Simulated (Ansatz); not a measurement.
# Y on Cu(100): change of the work function

Aim: the work function of Cu(100) at several coverages of Y (hollow site), and the dipole that each adsorbate carries.

Program: Ansatz 0.2.0. Level of theory: plane-wave DFT, PBE, Ansatz PAW. Results are calculated unless marked as measured.

### Step 1. Set-up

The cell holds 4 atoms: 4 Cu. Its edges and angles: a = 2.553 Å, b = 2.553 Å, c = 23.415 Å, α = 90.0°, β = 90.0°, γ = 90.0°. Vacuum lies along c.

### Step 2. The clean slab

The bare slab comes first, as the zero from which every change is counted. The two lowest layers are held at bulk places and the upper ones relax. The dipole correction removes the false field that a one-sided slab makes across the periodic vacuum, so each face gets a flat vacuum level of its own.

Contents of input.yaml:

```yaml
crystal:
  lattice:
    - [2.5526554801, 0.0, 0.0]
    - [0.0, 2.5526554801, 0.0]
    - [0.0, 0.0, 23.415]
  atoms:
    - { symbol: Cu, position: [0.5, 0.5, 0.3843689942] }
    - { symbol: Cu, position: [0.0, 0.0, 0.4614563314] }
    - { symbol: Cu, position: [0.5, 0.5, 0.5385436686] }
    - { symbol: Cu, position: [0.0, 0.0, 0.6156310058] }
kpoints:
  mp_grid: { grid: [12, 12, 1] }
hamiltonian:
  xc: pbe
scf:
  occupations: { method: fermi_dirac, width: 0.1 }
  convergence: { dr2_threshold: 1.0e-08 }
efield:
  axis: 3
  dipole_correction: true
  ramp_position: 0.97
  ramp_width: 0.06
relax:
  f_tol: 0.02
  max_steps: 60
  constraints: [{ sites: [0, 1] }]
output:
  write_potential: true
  write_density: true
  volumetric_format: npy
```

Launch:

```sh
$ ansatz run input.yaml --threads 4 --pin off --max-ram 16384MiB --backend cpu --events-out ev --progress --plain --runs-dir out
```

Numbers of over 12 decimals in the logs are rounded to 6 here.

The log of the run:

```text
Engine: ansatz 0.2.0, aarch64-unknown-linux-gnu
Pseudopotentials: kind: paw
Pseudopotential: Cu, paw, valence charge 19, recommended cutoff 420 eV (normal), Cu.paw.azcp
Functional definition: PBE
  parameter kappa = 0.804
  parameter beta = 0.066725
  exchange = pbe_x(kappa = kappa, mu = beta*pi^2/3)
  correlation = pbe_c(beta = beta)
Crystal: 4 atoms, lattice volume = 152.573 Å³
Basis set: ecut = 420 eV, 3011 PW (Γ), exchange–correlation on 36×36×320 points (8 copies of the dense FFT grid, shifted against one another)
Bands: 46, of which v1, the nominal top of the filled ones, is band 38 counted from 1 (37 counted from 0)
Symmetry: 8 space group operations
k-points: 28 of 144
Non-local potential: Cu, projectors of the file, l = 0: 3, l = 1: 2, l = 2: 3, l = 3: 1
PAW form: soft (Blöchl's): semilocal exchange-correlation on the pseudo side does not see the compensation charge
PAW one-centre angular grid: Cu, 590 points (default); XC on 64 Gauss nodes
Initial density: superposition of atomic densities (neutral atoms: chi_scale 0, normalization atom), corrected by the library's trained network
Initial wavefunctions: pseudopotential atomic-orbital guess
Functional: x = pbe(κ = 0.804, μ = 0.219515), c = pbe(β = 0.066725)
SCF iter   1: F=—  HF=-26499.487320 eV  |F-HF|=—  |Δ(HF+E_count)|=         —  Δρ=1.44e-3  dr2=1.11e-2  ethr=1.77e-3  p=-0.000 e·Å  D=-7.17e-15 V/Å  ΔV_dip=0.00 eV  dr2_dipole=9.36e-9  V_vac-E_F(+/−)=4.49/4.49 eV  ⟨swp⟩=8.7  Hψ=5648  notcnv=0  defer=4
efield: sawtooth ramp at fractional position 0.9700 (set: `efield.ramp_position`, or a place that a band, a saddle search or an elastic batch's reference lends), width 0.0600; the density the first Hamiltonian is built on has a dipole p = -0.000 e·Å; the dipole correction subtracts the counter field D = -7.17e-15 V/Å, which shifts the + side's vacuum level by +0.00 eV against the − side's; the planar-averaged density in the ramp window peaks in size at 3.2e-5 e/Å³
preconditioner: auto → LDOS  [metal: Δε(μ)=0.060 eV  Ē_g=8.062 eV  σ=0.100 eV  W_gap=0.15  n_scr=18 (ndim 8)  ℏωp=19.9 eV  f_vac=0.639  D(μ)=1.29/eV (n_scr^D=8)  β→1.0]
SCF iter   2: F=—  HF=-26499.492234 eV  |F-HF|=—  |Δ(HF+E_count)|=   4.91e-3  Δρ=1.83e-3  dr2=4.23e-3  ethr=1.46e-5  p=-0.000 e·Å  D=-6.15e-6 V/Å  ΔV_dip=0.00 eV  dr2_dipole=8.99e-8  V_vac-E_F(+/−)=4.58/4.58 eV  ⟨swp⟩=2.9  Hψ=2867  notcnv=0  defer=39
SCF iter   3: F=—  HF=-26499.491934 eV  |F-HF|=—  |Δ(HF+E_count)|=   3.00e-4  Δρ=1.46e-3  dr2=1.64e-3  ethr=5.57e-6  p=-0.000 e·Å  D=-3.99e-5 V/Å  ΔV_dip=0.00 eV  dr2_dipole=2.09e-7  V_vac-E_F(+/−)=4.57/4.57 eV  ⟨swp⟩=2.5  Hψ=2210  notcnv=0  defer=39
SCF iter   4: F=—  HF=-26499.491508 eV  |F-HF|=—  |Δ(HF+E_count)|=   4.25e-4  Δρ=1.91e-4  dr2=1.24e-4  ethr=2.16e-6  p=0.000 e·Å  D=2.29e-5 V/Å  ΔV_dip=-0.00 eV  dr2_dipole=3.76e-9  V_vac-E_F(+/−)=4.57/4.57 eV  ⟨swp⟩=2.0  Hψ=1832  notcnv=0  defer=39
SCF iter   5: F=—  HF=-26499.491515 eV  |F-HF|=—  |Δ(HF+E_count)|=   6.70e-6  Δρ=1.10e-4  dr2=2.44e-5  ethr=1.63e-7  p=-0.000 e·Å  D=-1.13e-5 V/Å  ΔV_dip=0.00 eV  dr2_dipole=1.49e-9  V_vac-E_F(+/−)=4.58/4.58 eV  ⟨swp⟩=2.1  Hψ=1761  notcnv=0  defer=39
SCF iter   6: F=—  HF=-26499.491522 eV  |F-HF|=—  |Δ(HF+E_count)|=   7.00e-6  Δρ=1.05e-4  dr2=1.04e-5  ethr=3.21e-8  p=0.000 e·Å  D=2.18e-5 V/Å  ΔV_dip=-0.00 eV  dr2_dipole=1.22e-8  V_vac-E_F(+/−)=4.58/4.58 eV  ⟨swp⟩=2.0  Hψ=1843  notcnv=0  defer=39
SCF iter   7: F=—  HF=-26499.491515 eV  |F-HF|=—  |Δ(HF+E_count)|=   7.04e-6  Δρ=2.78e-5  dr2=8.10e-7  ethr=1.37e-8  p=0.000 e·Å  D=4.93e-6 V/Å  ΔV_dip=-0.00 eV  dr2_dipole=2.35e-11  V_vac-E_F(+/−)=4.58/4.58 eV  ⟨swp⟩=2.1  Hψ=1733  notcnv=0  defer=39
SCF iter   8: F=—  HF=-26499.491526 eV  |F-HF|=—  |Δ(HF+E_count)|=   1.13e-5  Δρ=2.01e-5  dr2=4.10e-7  ethr=1.07e-9  p=0.000 e·Å  D=3.53e-6 V/Å  ΔV_dip=-0.00 eV  dr2_dipole=2.39e-9  V_vac-E_F(+/−)=4.58/4.58 eV  ⟨swp⟩=2.0  Hψ=1851  notcnv=0  defer=39
SCF iter   9: F=—  HF=-26499.491526 eV  |F-HF|=—  |Δ(HF+E_count)|=   1.27e-7  Δρ=8.58e-6  dr2=8.09e-8  ethr=5.39e-10  p=0.000 e·Å  D=5.33e-7 V/Å  ΔV_dip=-0.00 eV  dr2_dipole=3.71e-10  V_vac-E_F(+/−)=4.58/4.58 eV  ⟨swp⟩=2.0  Hψ=1812  notcnv=0  defer=39
SCF iter  10: F=-26499.491526 eV  HF=-26499.491526 eV  |F-HF|=5.55e-8  |Δ(HF+E_count)|=   3.77e-8  Δρ=1.16e-6  dr2=1.64e-9  ethr=1.32e-11  p=0.000 e·Å  D=2.47e-7 V/Å  ΔV_dip=-0.00 eV  dr2_dipole=7.83e-12  V_vac-E_F(+/−)=4.58/4.58 eV  ⟨swp⟩=8.1  Hψ=9194  notcnv=0
SCF 1 converged in 10 iterations: F = -26499.491526 eV  dr2 = 1.64e-9
  greatest PAW one-centre occupation: 1.000 electrons in one spin orbital (limit 2), on the Cu atom at site 3 (counted from 0), in its partial waves of l = 0
relax step   1: F+E_penalty+E_count = -26499.49152650 eV  Δ(F+E_penalty+E_count) = +0.000e0 eV  max|allowed force component| = 2.181e-1 eV/Å  Δτ_max = 0.0000 Å  (10 SCF iters, accepted)
Initial density: handed on by an earlier stage of this run
Initial wavefunctions: those handed on with the density
iter 1 solved again at ethr=4.94e-7 eV; its pass at ethr=3.10e-3 eV (dr2=3.76e-4 eV) is discarded
SCF iter   1: F=—  HF=-26499.493642 eV  |F-HF|=—  |Δ(HF+E_count)|=         —  Δρ=7.18e-4  dr2=3.81e-4  ethr=4.94e-7  p=0.000 e·Å  D=6.55e-7 V/Å  ΔV_dip=-0.00 eV  dr2_dipole=5.33e-7  V_vac-E_F(+/−)=4.58/4.58 eV  ⟨swp⟩=2.8  Hψ=4247  notcnv=0  defer=52
efield: sawtooth ramp at fractional position 0.9700 (set: `efield.ramp_position`, or a place that a band, a saddle search or an elastic batch's reference lends), width 0.0600; the density the first Hamiltonian is built on has a dipole p = 0.000 e·Å; the dipole correction subtracts the counter field D = 6.55e-7 V/Å, which shifts the + side's vacuum level by -0.00 eV against the − side's; the planar-averaged density in the ramp window peaks in size at 2.3e-5 e/Å³
preconditioner: auto → LDOS  [metal: Δε(μ)=0.090 eV  Ē_g=8.129 eV  σ=0.100 eV  W_gap=0.22  n_scr=18 (ndim 8)  ℏωp=19.9 eV  f_vac=0.638  D(μ)=1.28/eV (n_scr^D=8)  β→1.0]
SCF iter   2: F=—  HF=-26499.493463 eV  |F-HF|=—  |Δ(HF+E_count)|=   1.80e-4  Δρ=1.93e-4  dr2=8.92e-5  ethr=4.94e-7  p=0.000 e·Å  D=2.69e-4 V/Å  ΔV_dip=-0.01 eV  dr2_dipole=1.27e-5  V_vac-E_F(+/−)=4.58/4.58 eV  ⟨swp⟩=2.1  Hψ=2198  notcnv=0  defer=52
SCF iter   3: F=—  HF=-26499.493458 eV  |F-HF|=—  |Δ(HF+E_count)|=   4.73e-6  Δρ=1.84e-4  dr2=3.53e-5  ethr=1.17e-7  p=0.000 e·Å  D=1.03e-4 V/Å  ΔV_dip=-0.00 eV  dr2_dipole=5.88e-7  V_vac-E_F(+/−)=4.58/4.58 eV  ⟨swp⟩=2.0  Hψ=1859  notcnv=0  defer=52
SCF iter   4: F=—  HF=-26499.493455 eV  |F-HF|=—  |Δ(HF+E_count)|=   2.82e-6  Δρ=9.12e-5  dr2=8.65e-6  ethr=4.64e-8  p=0.000 e·Å  D=1.63e-4 V/Å  ΔV_dip=-0.00 eV  dr2_dipole=1.04e-7  V_vac-E_F(+/−)=4.58/4.58 eV  ⟨swp⟩=2.0  Hψ=1849  notcnv=0  defer=52
SCF iter   5: F=—  HF=-26499.493458 eV  |F-HF|=—  |Δ(HF+E_count)|=   3.12e-6  Δρ=2.20e-5  dr2=5.03e-7  ethr=1.14e-8  p=0.000 e·Å  D=1.56e-4 V/Å  ΔV_dip=-0.00 eV  dr2_dipole=1.16e-8  V_vac-E_F(+/−)=4.58/4.58 eV  ⟨swp⟩=2.0  Hψ=1786  notcnv=0  defer=52
SCF iter   6: F=—  HF=-26499.493458 eV  |F-HF|=—  |Δ(HF+E_count)|=   2.31e-7  Δρ=1.23e-5  dr2=1.50e-7  ethr=6.62e-10  p=0.000 e·Å  D=1.63e-4 V/Å  ΔV_dip=-0.00 eV  dr2_dipole=2.72e-9  V_vac-E_F(+/−)=4.58/4.58 eV  ⟨swp⟩=2.0  Hψ=1850  notcnv=0  defer=52
SCF iter   7: F=-26499.493458 eV  HF=-26499.493458 eV  |F-HF|=7.91e-9  |Δ(HF+E_count)|=   8.22e-8  Δρ=2.24e-6  dr2=5.36e-9  ethr=1.32e-11  p=0.000 e·Å  D=1.65e-4 V/Å  ΔV_dip=-0.00 eV  dr2_dipole=5.96e-12  V_vac-E_F(+/−)=4.58/4.58 eV  ⟨swp⟩=8.1  Hψ=9402  notcnv=0
SCF 2 converged in 7 iterations: F = -26499.493458 eV  dr2 = 5.36e-9
  greatest PAW one-centre occupation: 1.000 electrons in one spin orbital (limit 2), on the Cu atom at site 0 (counted from 0), in its partial waves of l = 0
relax step   2: F+E_penalty+E_count = -26499.49345845 eV  Δ(F+E_penalty+E_count) = -1.932e-3 eV  max|allowed force component| = 1.395e-1 eV/Å  Δτ_max = 0.0117 Å  (7 SCF iters, accepted)
SCF iter   1: F=—  HF=-26499.495296 eV  |F-HF|=—  |Δ(HF+E_count)|=         —  Δρ=1.19e-3  dr2=9.92e-4  ethr=1.36e-5  p=0.000 e·Å  D=1.65e-4 V/Å  ΔV_dip=-0.00 eV  dr2_dipole=3.18e-9  V_vac-E_F(+/−)=4.58/4.58 eV  ⟨swp⟩=3.2  Hψ=3121  notcnv=0  defer=52
efield: sawtooth ramp at fractional position 0.9700 (set: `efield.ramp_position`, or a place that a band, a saddle search or an elastic batch's reference lends), width 0.0600; the density the first Hamiltonian is built on has a dipole p = 0.000 e·Å; the dipole correction subtracts the counter field D = 1.65e-4 V/Å, which shifts the + side's vacuum level by -0.00 eV against the − side's; the planar-averaged density in the ramp window peaks in size at 2.2e-5 e/Å³
preconditioner: auto → LDOS  [metal: Δε(μ)=0.088 eV  Ē_g=8.129 eV  σ=0.100 eV  W_gap=0.21  n_scr=18 (ndim 8)  ℏωp=19.9 eV  f_vac=0.638  D(μ)=1.29/eV (n_scr^D=8)  β→1.0]
SCF iter   2: F=—  HF=-26499.494825 eV  |F-HF|=—  |Δ(HF+E_count)|=   4.71e-4  Δρ=3.85e-4  dr2=2.55e-4  ethr=1.31e-6  p=0.000 e·Å  D=5.86e-4 V/Å  ΔV_dip=-0.01 eV  dr2_dipole=3.47e-5  V_vac-E_F(+/−)=4.57/4.58 eV  ⟨swp⟩=2.0  Hψ=2546  notcnv=0  defer=52
SCF iter   3: F=—  HF=-26499.494799 eV  |F-HF|=—  |Δ(HF+E_count)|=   2.58e-5  Δρ=4.05e-4  dr2=1.71e-4  ethr=3.36e-7  p=0.000 e·Å  D=4.58e-4 V/Å  ΔV_dip=-0.01 eV  dr2_dipole=3.20e-6  V_vac-E_F(+/−)=4.57/4.58 eV  ⟨swp⟩=2.2  Hψ=2080  notcnv=0  defer=52
SCF iter   4: F=—  HF=-26499.494776 eV  |F-HF|=—  |Δ(HF+E_count)|=   2.40e-5  Δρ=6.85e-5  dr2=6.36e-6  ethr=2.25e-7  p=0.000 e·Å  D=4.56e-4 V/Å  ΔV_dip=-0.01 eV  dr2_dipole=2.49e-7  V_vac-E_F(+/−)=4.57/4.58 eV  ⟨swp⟩=2.0  Hψ=1803  notcnv=0  defer=52
SCF iter   5: F=—  HF=-26499.494796 eV  |F-HF|=—  |Δ(HF+E_count)|=   2.04e-5  Δρ=2.59e-5  dr2=9.69e-7  ethr=8.37e-9  p=0.000 e·Å  D=4.76e-4 V/Å  ΔV_dip=-0.01 eV  dr2_dipole=9.11e-8  V_vac-E_F(+/−)=4.57/4.58 eV  ⟨swp⟩=2.9  Hψ=1992  notcnv=0  defer=52
SCF iter   6: F=—  HF=-26499.494796 eV  |F-HF|=—  |Δ(HF+E_count)|=   1.95e-7  Δρ=7.49e-6  dr2=6.43e-8  ethr=1.27e-9  p=0.000 e·Å  D=4.75e-4 V/Å  ΔV_dip=-0.01 eV  dr2_dipole=4.70e-9  V_vac-E_F(+/−)=4.57/4.58 eV  ⟨swp⟩=2.0  Hψ=1717  notcnv=0  defer=52
SCF iter   7: F=—  HF=-26499.494796 eV  |F-HF|=—  |Δ(HF+E_count)|=   2.25e-7  Δρ=3.81e-6  dr2=1.47e-8  ethr=1.32e-11  p=0.000 e·Å  D=4.89e-4 V/Å  ΔV_dip=-0.01 eV  dr2_dipole=1.12e-10  V_vac-E_F(+/−)=4.57/4.58 eV  ⟨swp⟩=9.8  Hψ=9018  notcnv=0
SCF iter   8: F=—  HF=-26499.494796 eV  |F-HF|=—  |Δ(HF+E_count)|=   7.59e-8  Δρ=3.61e-6  dr2=1.52e-8  ethr=1.32e-11  p=0.000 e·Å  D=4.94e-4 V/Å  ΔV_dip=-0.01 eV  dr2_dipole=3.72e-10  V_vac-E_F(+/−)=4.57/4.58 eV  ⟨swp⟩=9.1  Hψ=8386  notcnv=0
SCF iter   9: F=-26499.494796 eV  HF=-26499.494796 eV  |F-HF|=1.08e-9  |Δ(HF+E_count)|=   1.26e-8  Δρ=1.23e-6  dr2=2.58e-9  ethr=1.32e-11  p=0.000 e·Å  D=4.96e-4 V/Å  ΔV_dip=-0.01 eV  dr2_dipole=1.01e-10  V_vac-E_F(+/−)=4.57/4.58 eV  ⟨swp⟩=6.8  Hψ=8438  notcnv=0
SCF 3 converged in 9 iterations: F = -26499.494796 eV  dr2 = 2.58e-9
relax step   3: F+E_penalty+E_count = -26499.49479638 eV  Δ(F+E_penalty+E_count) = -1.338e-3 eV  max|allowed force component| = 2.096e-3 eV/Å  Δτ_max = 0.0196 Å  (9 SCF iters, accepted)
NSCF: frozen V_eff on 28 k-points
the band table was solved once a step of the walk had ended and its energy, with any forces and stress, was formed, with the checks that follow a solve (6803 applications of the Hamiltonian). They found nothing against the state; the energy, forces and stress were not computed again (output.eigenvalues in the input reference)
WARN: The output density's exchange-correlation potential varies sharply where the density is thin. Do not read a vacuum level from v_tot or v_xc, or from such a field of the output density. On a cell that repeats whose density bears no net charge and no dipole along the vacuum's axis use v_es (v_loc + v_h of the components); under efield.dipole_correction with no amplitude use v_es + v_field, which holds any externa [...]
SCF converged after 9 iterations
Free energy (F): -26499.494796 eV
Harris-Foulkes:  -26499.494796 eV  (|F-HF|=1.08e-9)
Internal energy: -26499.450325 eV  (E = F + TS)
E sigma→0 (E₀):  -26499.472561 eV
Entropy (-TS):   -0.044472 eV (-11.118 meV/atom)
Fermi energy:    2.077824 eV
Dipole field:    D = 0.000480 V/Å  (p = 0.000405 e·Å, saw-weighted, corrected)
Work function:   Φ+ = 4.5707 eV   Φ− = 4.5819 eV
Levels:          The Fermi level and band energies are counted from a zero that moves with the ramp; work functions are not
--- Per-component energies (eV) ---
  E_band       = -2536.166481
  E_kinetic    = 1198.309528
  E_local      = -168854.316736  (includes V_loc(G=0)·N_el)
  E_nonlocal   = 1567.140432
  E_hartree    = 82915.850747
  E_xc         = -355.051919
  E_vxc        = -457.887175  (∫ρ·V_xc dr)
  E_paw        = -6658.907342  (= ΣΔE_a)
  E_vpaw       = -1821.114881  (= ΣTr[D̂ρ^β])
  E_aug_tail   = 0.001125  (compensation charges beyond the density's cutoff)
  E_efield     = 0.000000  (sawtooth field / dipole correction)
  E_vefield    = -0.000313  (∫n·V_field dr)
  E_ewald      = 63687.523840
  E_smearing   = -0.044472  (= −TS)
  E_closure    = -0.000000  (closes the sum)
  Σ components = -26499.494796   (vs F -26499.494796, Δ=0.00e0)
--- Forces (eV/Å), atoms counted from 1 ---
  atom   1  Cu     0.00000000     0.00000000     0.10441413
  atom   2  Cu    -0.00000000     0.00000000    -0.10661282
  atom   3  Cu     0.00000000     0.00000000     0.00010979
  atom   4  Cu     0.00000000     0.00000000     0.00209603
  max |Σ_I F_I| component: 7.12e-6 eV/Å
--- Band table (eV; the first three rows and the last of 28) ---
  k-point 0: bands = [... 34 lower, 0.3997, 0.6183, 0.6474, 0.6474, 0.6479, 1.6164, 3.1949, 6.4525, ... 4 higher]
  k-point 1: bands = [... 34 lower, 0.4671, 0.5052, 0.5494, 0.6055, 0.6780, 1.9009, 3.5303, 6.6065, ... 4 higher]
  k-point 2: bands = [... 34 lower, 0.4625, 0.4862, 0.5546, 0.6159, 0.6727, 2.5350, 4.3478, 7.0666, ... 4 higher]
  k-point 27: bands = [... 34 lower, 1.0039, 1.0231, 4.5597, 4.5597, 6.7457, 6.7457, 9.5125, 9.5174, ... 4 higher]
--- Relaxed structure (3 steps of the walk, 3 accepted, 0 SCFs on fresh bases) ---
  F+E_penalty+E_count = -26499.49479638 eV   max|allowed force component| = 2.096e-3 eV/Å
  atoms:
    - { symbol: Cu, position: [0.5, 0.5, 0.384369] }
    - { symbol: Cu, position: [0.0, 0.0, 0.461456] }
    - { symbol: Cu, position: [0.5, 0.5, 0.539882] }
    - { symbol: Cu, position: [0, 0.0, 0.615758] }
```

Run time: 21 s. Hardware: 4 threads of Arm Neoverse V1, shared host; peak memory 0.5 GiB; 80 s of CPU time.

Step by step:

```csv
step,energy less that of the first step (eV),largest force component (eV/Å)
1,0.0000,0.2181
2,-0.0019,0.1395
3,-0.0033,0.0021
```

The run keeps the 8 symmetry operations that it works with, so distortions that break them were not tested.

The atoms that moved most (Å):

```csv
atom,dx,dy,dz,length
Cu3,0.000,0.000,0.031,0.031
```

The relaxed structure:

```cif
data_structure
_symmetry_space_group_name_H-M 'P 1'
_symmetry_Int_Tables_number 1
_cell_length_a 2.5527
_cell_length_b 2.5527
_cell_length_c 23.4150
_cell_angle_alpha 90.000
_cell_angle_beta 90.000
_cell_angle_gamma 90.000
_cell_volume 152.57
loop_
_atom_site_label
_atom_site_type_symbol
_atom_site_fract_x
_atom_site_fract_y
_atom_site_fract_z
_atom_site_occupancy
Cu1 Cu 0.50000 0.50000 0.38437 1
Cu2 Cu 0.00000 0.00000 0.46146 1
Cu3 Cu 0.50000 0.50000 0.53988 1
Cu4 Cu 0.00000 0.00000 0.61576 1
```

This step gave:

- energy at zero smearing: -26499.4726 eV
- work function, upper face: 4.571 eV
- dipole along the normal: 4.05e-4 e·Å

Running mean over 1.805 Å of the planar mean; the ramp of the sawtooth is left out. Table of electron's electrostatic potential energy less the Fermi level by z:

| z (Å) | electron's electrostatic potential energy less the Fermi level (eV) |
| --- | --- |
| 3 | 4.58 |
| 4 | 4.58 |
| 5 | 4.58 |
| 6 | 4.54 |
| 7 | 4.10 |
| 8 | -1.44 |
| 9 | -8.30 |
| 10 | -8.72 |
| 11 | -8.72 |
| 12 | -8.55 |
| 13 | -8.94 |
| 14 | -8.80 |
| 15 | -5.53 |
| 16 | 3.08 |
| 17 | 4.46 |
| 18 | 4.56 |
| 19 | 4.57 |
| 20 | 4.57 |

The relaxation took 3 steps and lowered the energy by 0.0033 eV; the largest force on the free atoms ends at 0.0021 eV/Å.

The work function of the upper face is 4.57 eV.

(Continued in part 2 of 3.)

[Logs are printed without paths, hosts, clocks, repeated set-up lines and the standing remarks that a program may print on its own settings, such as how far it seeks lower states.]

[Hosts, paths, dates, database ids (printed as entryN), source tags and the programs' standing remarks are cut or masked in the printed files.]

[Maps of the electrostatic potential energy from Ansatz leave out the sawtooth potential of an applied field or a dipole correction, so their vacuum need not be flat; planar profiles and work functions include it.]
